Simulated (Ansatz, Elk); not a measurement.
# Dielectric function and optical constants of InF (model structure)

Aim: the dielectric function of InF (model structure), and the optical constants that follow from it. The cell was made here by substitution or stacking, whether or not such a phase is known. It was built so: All Cl replaced by F and Tl replaced by In in the Cmcm structure of TlCl. The cell is first relaxed with Ansatz.

Main program and level: Elk 11.2.3 (patched build); DFT, PBEsol, all-electron APW+lo, Dirac cores, scalar-relativistic bands, independent-particle optical response without local fields.

## 1. The structure

It takes space group Cmcm (No. 63, orthorhombic). Conventional cell: a = 3.524 Å, b = 10.084 Å, c = 3.892 Å, α = 90.00°, β = 90.00°, γ = 90.00°. Nearest to In lie 1 F at 2.45 Å. F has 1 In at 2.45 Å nearest. All Cl replaced by F and Tl replaced by In in the Cmcm structure of TlCl. Farther neighbours and most contacts between anions are not listed.

Coordinates:

```cif
data_structure
_symmetry_space_group_name_H-M 'P 1'
_symmetry_Int_Tables_number 1
_cell_length_a 5.3413
_cell_length_b 5.3413
_cell_length_c 3.8921
_cell_angle_alpha 90.000
_cell_angle_beta 90.000
_cell_angle_gamma 141.473
_cell_volume 69.16
loop_
_atom_site_label
_atom_site_type_symbol
_atom_site_fract_x
_atom_site_fract_y
_atom_site_fract_z
_atom_site_occupancy
In1 In 0.61315 0.38685 0.25000 1
In2 In 0.38685 0.61315 0.75000 1
F3 F 0.14350 0.85650 0.75000 1
F4 F 0.85650 0.14350 0.25000 1
```

## 2. Relaxation

The structure was built or cut out here, so it is relaxed before any spectrum is computed.

This step: DFT, PBEsol, plane-wave PAW, default files, scalar-relativistic, relaxation (Ansatz 0.2.0).

input.yaml

```yaml
crystal:
  lattice:
    - [1.76215888, -5.04220746, 0.0]
    - [1.76215888, 5.04220746, 0.0]
    - [0.0, 0.0, 3.89205927]
  atoms:
    - { symbol: In, position: [0.61314502, 0.38685498, 0.25] }
    - { symbol: In, position: [0.38685498, 0.61314502, 0.75] }
    - { symbol: F, position: [0.14349561, 0.85650439, 0.75] }
    - { symbol: F, position: [0.85650439, 0.14349561, 0.25] }
kpoints:
  mp_grid: { grid: [7, 7, 6] }
scf:
  occupations: { method: fermi_dirac, width: 0.05 }
hamiltonian:
  xc: pbesol
output:
  forces: true
  stress: true
  write_density: true
  write_potential: true
  elf: true
  volumetric_format: npy
relax:
  f_tol: 0.02
  max_steps: 50
  cell: {}
```

Command:

```sh
$ ansatz run input.yaml --threads 2 --pin off --max-ram 5120MiB --backend cpu --events-out ev --progress --plain --runs-dir out
```

Numbers of over 12 decimals in the logs are rounded to 6 here.

The log of the run:

```text
Engine: ansatz 0.2.0, aarch64-unknown-linux-gnu
Pseudopotentials: kind: paw
Pseudopotential: In, paw, valence charge 13, recommended cutoff 420 eV (normal), In.paw.azcp
Pseudopotential: F, paw, valence charge 7, recommended cutoff 420 eV (normal), F.paw.azcp
Functional definition: PBEsol
  exchange = pbesol_x
  correlation = pbesol_c
Crystal: 4 atoms, lattice volume = 69.163 Å³
Basis set: ecut = 420 eV, 1333 PW (Γ), exchange–correlation on 72×72×54 points (8 copies of the dense FFT grid, shifted against one another)
Bands: 24, of which v1, the nominal top of the filled ones, is band 20 counted from 1 (19 counted from 0)
Symmetry: 8 space group operations
Space group: Cmcm (ITA 63), of the structure as read, at distance tolerance 4.1e-5 Å
k-points: 64 of 294
Non-local potential: In, projectors of the file, l = 0: 2, l = 1: 2, l = 2: 2, l = 3: 2
Non-local potential: F, projectors of the file, l = 0: 2, l = 1: 2, l = 2: 1
PAW form: soft (Blöchl's): semilocal exchange-correlation on the pseudo side does not see the compensation charge
PAW frozen core: In, regenerated for the run's functional, and the local potential with it (the file was generated under x = pbe(κ = 0.804, μ = 0.219515), c = pbe(β = 0.066725))
PAW frozen core: F, regenerated for the run's functional, and the local potential with it (the file was generated under x = pbe(κ = 0.804, μ = 0.219515), c = pbe(β = 0.066725))
PAW one-centre angular grid: In, 590 points (default); XC on 64 Gauss nodes
PAW one-centre angular grid: F, 110 points (default); XC on 64 Gauss nodes
Initial density: superposition of atomic densities (neutral atoms: chi_scale 0, normalization atom), corrected by the library's trained network
Initial wavefunctions: pseudopotential atomic-orbital guess
Functional: x = pbesol(κ = 0.804, μ = 0.123457), c = pbesol(β = 0.046)
SCF iter   1: F=—  HF=-12651.983267 eV  |F-HF|=—  |Δ(HF+E_count)|=         —  Δρ=1.56e-2  dr2=1.23e-1  ethr=1.77e-3  ⟨swp⟩=5.9  Hψ=6553  notcnv=0
preconditioner: auto → Resta (q_TF=auto, 2.490 Å⁻¹)  ε∞=4.6  [insulator: Δε(μ)=0.231 eV  Ē_g=14.827 eV  σ=0.050 eV  W_gap=0.80  n_scr=20 (ndim 8)  ℏωp=28.2 eV  f_vac=0.001  D(μ)=0.14/eV (n_scr^D=0)  ε∞_Penn≈4.6]
SCF iter   2: F=—  HF=-12651.953952 eV  |F-HF|=—  |Δ(HF+E_count)|=   2.93e-2  Δρ=4.14e-3  dr2=1.26e-2  ethr=3.08e-4  ⟨swp⟩=2.1  Hψ=2690  notcnv=0
SCF iter   3: F=—  HF=-12651.951165 eV  |F-HF|=—  |Δ(HF+E_count)|=   2.79e-3  Δρ=1.01e-3  dr2=6.46e-4  ethr=3.16e-5  ⟨swp⟩=2.1  Hψ=2211  notcnv=0
SCF iter   4: F=—  HF=-12651.951074 eV  |F-HF|=—  |Δ(HF+E_count)|=   9.09e-5  Δρ=1.19e-4  dr2=1.12e-5  ethr=1.62e-6  ⟨swp⟩=2.7  Hψ=2641  notcnv=0
SCF iter   5: F=—  HF=-12651.951094 eV  |F-HF|=—  |Δ(HF+E_count)|=   1.99e-5  Δρ=4.24e-5  dr2=1.21e-6  ethr=2.80e-8  ⟨swp⟩=2.7  Hψ=2780  notcnv=0
SCF iter   6: F=-12651.951094 eV  HF=-12651.951094 eV  |F-HF|=1.60e-9  |Δ(HF+E_count)|=   7.29e-7  Δρ=9.13e-6  dr2=6.34e-8  ethr=2.50e-10  ⟨swp⟩=6.8  Hψ=10416  notcnv=0
SCF 1 converged in 6 iterations: F = -12651.951094 eV  dr2 = 6.34e-8
  greatest PAW one-centre occupation: 0.985 electrons in one spin orbital (limit 2), on the In atom at site 1 (counted from 0), in its partial waves of l = 2
relax step   1: F+E_penalty+E_count = -12651.95109442 eV  Δ(F+E_penalty+E_count) = +0.000e0 eV  max|allowed force component| = 4.912e-1 eV/Å  Δτ_max = 0.0000 Å  P = +4.214 GPa  Ω = 69.163 Å³  (6 SCF iters, dr2 threshold 1.00e-7 eV, accepted)
Crystal: 4 atoms, lattice volume = 75.180 Å³
Basis set: ecut = 420 eV, 1481 PW (Γ), exchange–correlation on 72×72×54 points (8 copies of the dense FFT grid, shifted against one another)
Initial density: handed on by an earlier stage of this run
Initial wavefunctions: those handed on with the density
iter 1 solved again at ethr=5.46e-4 eV; its pass at ethr=3.10e-3 eV (dr2=2.18e-1 eV) is discarded
SCF iter   1: F=—  HF=-12652.225440 eV  |F-HF|=—  |Δ(HF+E_count)|=         —  Δρ=1.95e-2  dr2=2.18e-1  ethr=5.46e-4  ⟨swp⟩=1.0  Hψ=9466  notcnv=0
preconditioner: auto → Resta (q_TF=auto, 2.456 Å⁻¹)  ε∞=4.4  [insulator: Δε(μ)=0.404 eV  Ē_g=14.742 eV  σ=0.050 eV  W_gap=0.96  n_scr=22 (ndim 8)  ℏωp=27.1 eV  f_vac=0.004  D(μ)=0.02/eV (n_scr^D=0)  ε∞_Penn≈4.4]
SCF iter   2: F=—  HF=-12652.156100 eV  |F-HF|=—  |Δ(HF+E_count)|=   6.93e-2  Δρ=9.44e-3  dr2=3.74e-2  ethr=5.46e-4  ⟨swp⟩=2.5  Hψ=2671  notcnv=0
SCF iter   3: F=—  HF=-12652.140641 eV  |F-HF|=—  |Δ(HF+E_count)|=   1.55e-2  Δρ=2.32e-3  dr2=3.20e-3  ethr=9.35e-5  ⟨swp⟩=2.0  Hψ=2548  notcnv=0
SCF iter   4: F=—  HF=-12652.139666 eV  |F-HF|=—  |Δ(HF+E_count)|=   9.75e-4  Δρ=6.23e-4  dr2=2.39e-4  ethr=7.99e-6  ⟨swp⟩=2.0  Hψ=2048  notcnv=0
SCF iter   5: F=—  HF=-12652.139660 eV  |F-HF|=—  |Δ(HF+E_count)|=   5.71e-6  Δρ=1.28e-4  dr2=1.41e-5  ethr=5.97e-7  ⟨swp⟩=2.7  Hψ=2626  notcnv=0
SCF iter   6: F=—  HF=-12652.139662 eV  |F-HF|=—  |Δ(HF+E_count)|=   1.58e-6  Δρ=4.23e-5  dr2=1.39e-6  ethr=3.53e-8  ⟨swp⟩=2.0  Hψ=2634  notcnv=0
SCF iter   7: F=-12652.139662 eV  HF=-12652.139662 eV  |F-HF|=2.41e-8  |Δ(HF+E_count)|=   6.17e-7  Δρ=7.20e-6  dr2=4.73e-8  ethr=1.00e-9  ⟨swp⟩=8.4  Hψ=10623  notcnv=0
SCF 2 converged in 7 iterations: F = -12652.139662 eV  dr2 = 4.73e-8
relax step   2: F+E_penalty+E_count = -12652.13966238 eV  Δ(F+E_penalty+E_count) = -1.886e-1 eV  max|allowed force component| = 3.710e-1 eV/Å  Δτ_max = 0.1037 Å  P = -0.014 GPa  Ω = 75.180 Å³  energy of the carried Pulay correction = -1.468e-2 eV  (7 SCF iters, dr2 threshold 4.00e-7 eV, accepted)
Crystal: 4 atoms, lattice volume = 77.565 Å³
Basis set: ecut = 420 eV, 1527 PW (Γ), exchange–correlation on 72×72×54 points (8 copies of the dense FFT grid, shifted against one another)
SCF iter   1: F=—  HF=-12652.639966 eV  |F-HF|=—  |Δ(HF+E_count)|=         —  Δρ=3.97e-2  dr2=1.28e0  ethr=3.10e-3  ⟨swp⟩=5.2  Hψ=6266  notcnv=0
preconditioner: auto → Resta (q_TF=auto, 2.443 Å⁻¹)  ε∞=4.4  [insulator: Δε(μ)=0.222 eV  Ē_g=14.497 eV  σ=0.050 eV  W_gap=0.51  n_scr=22 (ndim 8)  ℏωp=26.7 eV  f_vac=0.008  D(μ)=0.22/eV (n_scr^D=0)  ε∞_Penn≈4.4]
SCF iter   2: F=—  HF=-12652.292436 eV  |F-HF|=—  |Δ(HF+E_count)|=   3.48e-1  Δρ=1.51e-2  dr2=1.94e-1  ethr=3.10e-3  ⟨swp⟩=3.0  Hψ=3333  notcnv=0
SCF iter   3: F=—  HF=-12652.228241 eV  |F-HF|=—  |Δ(HF+E_count)|=   6.42e-2  Δρ=2.65e-3  dr2=4.49e-3  ethr=4.84e-4  ⟨swp⟩=2.1  Hψ=2297  notcnv=0
SCF iter   4: F=—  HF=-12652.227538 eV  |F-HF|=—  |Δ(HF+E_count)|=   7.04e-4  Δρ=6.19e-4  dr2=3.46e-4  ethr=1.12e-5  ⟨swp⟩=2.2  Hψ=2217  notcnv=0
SCF iter   5: F=—  HF=-12652.227325 eV  |F-HF|=—  |Δ(HF+E_count)|=   2.12e-4  Δρ=1.87e-4  dr2=3.51e-5  ethr=8.66e-7  ⟨swp⟩=2.2  Hψ=2819  notcnv=0
[...]
relax step   9: F+E_penalty+E_count = -12652.35025867 eV  Δ(F+E_penalty+E_count) = +6.297e-4 eV  max|allowed force component| = 1.861e-3 eV/Å  Δτ_max = 0.0038 Å  P = +0.019 GPa  Ω = 70.551 Å³  energy of the carried Pulay correction = -3.497e-3 eV  (7 SCF iters, dr2 threshold 2.80e-7 eV, accepted)
relax step  10: F+E_penalty+E_count = -12652.38899988 eV  Δ(F+E_penalty+E_count) = -3.874e-2 eV  max|allowed force component| = 1.973e-3 eV/Å  Δτ_max = 0.0000 Å  P = +0.770 GPa  Ω = 70.551 Å³  stress off target by 1.83e0 GPa  SCF on the basis re-selected at this cell (its energy is not comparable with the rows above)  (8 SCF iters)
relax step  11: F+E_penalty+E_count = -12652.39579189 eV  Δ(F+E_penalty+E_count) = -6.792e-3 eV  max|allowed force component| = 6.681e-3 eV/Å  Δτ_max = 0.0316 Å  P = +0.003 GPa  Ω = 72.457 Å³  energy of the carried Pulay correction = -5.466e-3 eV  (6 SCF iters, dr2 threshold 4.00e-7 eV, accepted)
relax step  12: F+E_penalty+E_count = -12652.39576645 eV  Δ(F+E_penalty+E_count) = +2.545e-5 eV  max|allowed force component| = 4.808e-2 eV/Å  Δτ_max = 0.0139 Å  P = -0.139 GPa  Ω = 72.623 Å³  energy of the carried Pulay correction = -5.990e-3 eV  (6 SCF iters, dr2 threshold 2.20e-7 eV, accepted)
relax step  13: F+E_penalty+E_count = -12652.39518932 eV  Δ(F+E_penalty+E_count) = +5.771e-4 eV  max|allowed force component| = 4.546e-2 eV/Å  Δτ_max = 0.0139 Å  P = +0.171 GPa  Ω = 72.892 Å³  energy of the carried Pulay correction = -6.879e-3 eV  (6 SCF iters, dr2 threshold 1.44e-7 eV, accepted)
relax step  14: F+E_penalty+E_count = -12652.39579477 eV  Δ(F+E_penalty+E_count) = -6.054e-4 eV  max|allowed force component| = 3.001e-3 eV/Å  Δτ_max = 0.0057 Å  P = +0.003 GPa  Ω = 72.805 Å³  energy of the carried Pulay correction = -6.593e-3 eV  (6 SCF iters, dr2 threshold 1.56e-7 eV, accepted)
relax step  15: F+E_penalty+E_count = -12652.40448273 eV  Δ(F+E_penalty+E_count) = -8.688e-3 eV  max|allowed force component| = 2.325e-3 eV/Å  Δτ_max = 0.0000 Å  P = +0.068 GPa  Ω = 72.805 Å³  stress off target by 3.00e-1 GPa  SCF on the basis re-selected at this cell (its energy is not comparable with the rows above)  (6 SCF iters)
relax step  16: F+E_penalty+E_count = -12652.40434178 eV  Δ(F+E_penalty+E_count) = +1.409e-4 eV  max|allowed force component| = 6.664e-3 eV/Å  Δτ_max = 0.0062 Å  P = +0.066 GPa  Ω = 73.122 Å³  energy of the carried Pulay correction = -7.897e-4 eV  (6 SCF iters, dr2 threshold 2.25e-7 eV, accepted)
relax step  17: F+E_penalty+E_count = -12652.40377508 eV  Δ(F+E_penalty+E_count) = +5.667e-4 eV  max|allowed force component| = 1.310e-3 eV/Å  Δτ_max = 0.0036 Å  P = +0.002 GPa  Ω = 73.387 Å³  energy of the carried Pulay correction = -1.481e-3 eV  (6 SCF iters, dr2 threshold 6.78e-8 eV, accepted)
relax step  18: F+E_penalty+E_count = -12652.40541160 eV  Δ(F+E_penalty+E_count) = -1.637e-3 eV  max|allowed force component| = 1.676e-3 eV/Å  Δτ_max = 0.0000 Å  P = +0.012 GPa  Ω = 73.387 Å³  stress off target by 7.10e-2 GPa  SCF on the basis re-selected at this cell (its energy is not comparable with the rows above)  (6 SCF iters)
relax step  19: F+E_penalty+E_count = -12652.40499626 eV  Δ(F+E_penalty+E_count) = +4.153e-4 eV  max|allowed force component| = 5.741e-5 eV/Å  Δτ_max = 0.0035 Å  P = +0.011 GPa  Ω = 73.595 Å³  energy of the carried Pulay correction = -5.168e-4 eV  (7 SCF iters, dr2 threshold 1.26e-8 eV, accepted)
iter 1 solved again at ethr=3.97e-8 eV; its pass at ethr=3.10e-3 eV (dr2=1.59e-5 eV) is discarded
SCF iter   1: F=—  HF=-12652.405562 eV  |F-HF|=—  |Δ(HF+E_count)|=         —  Δρ=3.86e-5  dr2=1.36e-7  ethr=3.97e-8  ⟨swp⟩=3.7  Hψ=11203  notcnv=0
preconditioner: auto → Kerker (q_TF=auto, 2.465 Å⁻¹)  [metal: Δε(μ)=0.109 eV  Ē_g=15.005 eV  σ=0.050 eV  W_gap=0.48  n_scr=14 (ndim 8)  ℏωp=27.4 eV  f_vac=0.001  D(μ)=0.44/eV (n_scr^D=0)]
SCF iter   2: F=—  HF=-12652.405559 eV  |F-HF|=—  |Δ(HF+E_count)|=   3.50e-6  Δρ=1.86e-5  dr2=4.06e-8  ethr=3.39e-10  ⟨swp⟩=2.0  Hψ=2817  notcnv=0
SCF iter   3: F=—  HF=-12652.405559 eV  |F-HF|=—  |Δ(HF+E_count)|=   3.50e-7  Δρ=6.99e-6  dr2=5.94e-9  ethr=1.01e-10  ⟨swp⟩=2.2  Hψ=1993  notcnv=0
SCF iter   4: F=—  HF=-12652.405559 eV  |F-HF|=—  |Δ(HF+E_count)|=   4.55e-8  Δρ=7.08e-7  dr2=5.36e-10  ethr=1.48e-11  ⟨swp⟩=2.0  Hψ=2797  notcnv=0
SCF iter   5: F=—  HF=-12652.405559 eV  |F-HF|=—  |Δ(HF+E_count)|=  2.44e-10  Δρ=3.02e-7  dr2=1.16e-10  ethr=1.34e-12  ⟨swp⟩=2.3  Hψ=1967  notcnv=0
SCF iter   6: F=-12652.405559 eV  HF=-12652.405559 eV  |F-HF|=1.82e-12  |Δ(HF+E_count)|=  2.00e-11  Δρ=6.13e-8  dr2=1.03e-11  ethr=1.00e-12  ⟨swp⟩=6.3  Hψ=7273  notcnv=0
SCF 20 converged in 6 iterations: F = -12652.405559 eV  dr2 = 1.03e-11
relax step  20: F+E_penalty+E_count = -12652.40555893 eV  Δ(F+E_penalty+E_count) = -5.627e-4 eV  max|allowed force component| = 9.873e-5 eV/Å  Δτ_max = 0.0000 Å  P = +0.014 GPa  Ω = 73.595 Å³  stress off target by 4.04e-2 GPa  SCF on the basis re-selected at this cell (its energy is not comparable with the rows above)  (6 SCF iters)
basis re-selected at this cell: Δ(F+E_penalty+E_count) = -5.627e-4 eV, ΔP = +0.003 GPa vs the last step (what re-selecting the basis moved, of the pressure what is left beyond the Pulay correction that the steps carried, after the strain that the cell walked since its last selection, with what the two solves' SCF thresholds leave and, on support functions, any second-order correction that the steps lacked; it is no m [...]
SCF converged after 6 iterations
Free energy (F): -12652.405559 eV
Harris-Foulkes:  -12652.405559 eV  (|F-HF|=1.82e-12)
Internal energy: -12652.401928 eV  (E = F + TS)
E sigma→0 (E₀):  -12652.403743 eV
Entropy (-TS):   -0.003631 eV (-0.908 meV/atom)
Fermi energy:    8.098493 eV
--- Per-component energies (eV) ---
  E_band       = -137.212291
  E_kinetic    = 892.079304
  E_local      = -3464.070978  (includes V_loc(G=0)·N_el)
  E_nonlocal   = 883.317464
  E_hartree    = 1339.481311
  E_xc         = -584.918089
  E_vxc        = -402.779476  (∫ρ·V_xc dr)
  E_paw        = -8547.626625  (= ΣΔE_a)
  E_vpaw       = -724.725257  (= ΣTr[D̂ρ^β])
  E_aug_tail   = 0.004087  (compensation charges beyond the density's cutoff)
  E_ewald      = -3171.225093
  E_core_change = 0.556690  (= ΣΔE_core)
  E_smearing   = -0.003631  (= −TS)
  E_closure    = 0.000000  (closes the sum)
  Σ components = -12652.405559   (vs F -12652.405559, Δ=0.00e0)
--- Forces (eV/Å), atoms counted from 1 ---
  atom   1  In    -0.00000000    -0.00004712     0.00000000
  atom   2  In     0.00000000     0.00004712    -0.00000000
  atom   3  F      0.00000000    -0.00009873    -0.00000000
  atom   4  F     -0.00000000     0.00009873     0.00000000
  max |Σ_I F_I| component: 1.39e-17 eV/Å
--- Stress (GPa, compression-positive) ---
        0.012211      -0.000000       0.000000
       -0.000000       0.040396      -0.000000
        0.000000      -0.000000      -0.010325
  P = ⅓ Tr σ = 0.0141 GPa (0.141 kbar)
--- Band table (eV; the first three rows and the last of 64) ---
  k-point 0: bands = [... 16 lower, 3.0068, 3.1441, 3.5625, 6.6111, 9.6467, 12.3019, 14.7889, 14.9300]
  k-point 1: bands = [... 16 lower, 3.0682, 3.5532, 3.6915, 6.5258, 9.9998, 11.0282, 13.5054, 15.0376]
  k-point 2: bands = [... 16 lower, 3.2206, 3.5050, 4.4504, 6.0850, 10.0173, 10.9633, 11.6821, 13.8500]
  k-point 63: bands = [... 16 lower, 3.3852, 3.3852, 5.3435, 5.3435, 9.0173, 9.0173, 14.5419, 14.5419]
--- Relaxed structure (16 steps of the walk, 16 accepted, 4 SCFs on fresh bases) ---
  F+E_penalty+E_count = -12652.40555893 eV   max|allowed force component| = 9.873e-5 eV/Å   (the final SCF, on the basis selected at the relaxed cell)
  cell:  # Å, volume = 73.5947 Å³
    - [1.592620, -5.843866, 0]
    - [1.592620, 5.843866, 0]
    - [0, 0, 3.953701]
  atoms:
    - { symbol: In, position: [0.618460, 0.381540, 0.250000] }
    - { symbol: In, position: [0.381540, 0.618460, 0.750000] }
    - { symbol: F, position: [0.187490, 0.812510, 0.750000] }
    - { symbol: F, position: [0.812510, 0.187490, 0.250000] }
```

Run time: 49 s. Hardware: 2 threads of Arm Neoverse V2, shared host; peak memory 0.43 GiB; 96 s of CPU time.

Relaxation path:

```tsv
step	energy less that of the first step (eV)	largest force component (eV/Å)	pressure (GPa)	volume (Å³)
1	0.0000	0.4912	4.21	69.16
2	-0.1886	0.3710	-0.01	75.18
3	-0.2762	0.3689	-2.28	77.56
4	-0.3258	0.2199	-0.85	76.35
5	-0.3571	0.1500	-0.21	74.34
6	-0.3884	0.0716	-0.17	71.54
7	-0.3965	0.0357	-0.40	71.26
8	-0.3998	0.0109	0.21	70.12
9	-0.3992	0.0019	0.02	70.55
10*	-0.4379	0.0020	0.77	70.55
11	-0.4447	0.0067	0.00	72.46
12	-0.4447	0.0481	-0.14	72.62
13	-0.4441	0.0455	0.17	72.89
14	-0.4447	0.0030	0.00	72.81
15*	-0.4534	0.0023	0.07	72.81
16	-0.4532	0.0067	0.07	73.12
17	-0.4527	0.0013	0.00	73.39
18*	-0.4543	0.0017	0.01	73.39
19	-0.4539	0.0001	0.01	73.59
20*	-0.4545	0.0001	0.01	73.59
```

Relaxation steps marked * repeat the geometry before them on a plane-wave basis chosen anew for their cell, so energy and pressure can jump there.

The run keeps the 8 symmetry operations that it works with, so distortions that break them were not tested.

```tsv
cell as run	before	after	change
a (Å)	5.341	6.057	+13.4 %
b (Å)	5.341	6.057	+13.4 %
c (Å)	3.892	3.954	+1.6 %
γ (°)	141.47	149.51	+5.7 %
volume (Å³/atom)	17.29	18.40	+6.4 %
```

The atoms that moved most (Å, as changes of fractional coordinates times the final cell):

```tsv
atom	dx	dy	dz	length
F4	0.000	0.514	0.000	0.514
F3	0.000	-0.514	0.000	0.514
In2	0.000	0.062	0.000	0.062
In1	0.000	-0.062	0.000	0.062
```

The relaxation ends with a largest force component of 9.9e-5 eV/Å and a pressure of 0.01 GPa.

(Continued in part 2 of 2.)

[Machine, clock and banner lines and Python warnings are left out of the logs.]

[Logs are printed without paths, hosts, clocks, repeated set-up lines and the standing remarks that a program may print on its own settings, such as how far it seeks lower states.]

[Hosts, paths, dates, database ids (printed as entryN), source tags and the programs' standing remarks are cut or masked in the printed files.]
